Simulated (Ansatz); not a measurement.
# Does disorder add resistance in series? Al(111) layers displaced at 900 K

Two lengths of the disordered region are known. What area resistance does the third give?

Set-up. Ansatz 0.2.0, plane waves with PAW datasets at their recommended cutoffs (420 eV for most), Fermi-Dirac smearing; ballistic transmission by layer matching. The area resistance is RA = A (h/2e²)(1/T − 1/N), with T the zone-mean transmission per spin and N the lead's channels, both averaged over a few energies near the Fermi level; for magnets each spin is taken apart, with h/e², and the two conduct in parallel. Lateral cell 2x2, PBE, a fresh random draw for each length. Atoms are displaced independently, by 0.163 Å r.m.s. per direction; each RA is scaled by the nominal over the drawn mean square displacement.

Results; the value marked ? is to be predicted:

| length (Å) | channels N | RA (fΩ m²) |
| --- | --- | --- |
| 9.35 | 5.430 | 0.105 |
| 18.7 | 5.423 | 0.272 |
| 28.0 | 5.490 | ? |

Worked fit:

Ohm's law makes RA linear in the length: the slope is (0.272 − 0.105)/(18.7 − 9.35) = 0.0179 fΩ m² per Å, or 18 µΩ cm. Then 0.272 + 0.0179 × 9.35. Predicted: 0.439 fΩ m².

What the run gave:

0.305 fΩ m², so the prediction is 44 % too high. The three lengths together give 11 µΩ cm. Single draws scatter, and the lead's own channel count shifts by 1.2 % between the runs, which moves RA too; these runs don't part the causes of the miss, and leave the question open.

Caveats: The scatterers repeat sideways with the small cell. The slope is a raw one; a model of isotropic scattering puts it 1.07 times the bulk value over these lengths.
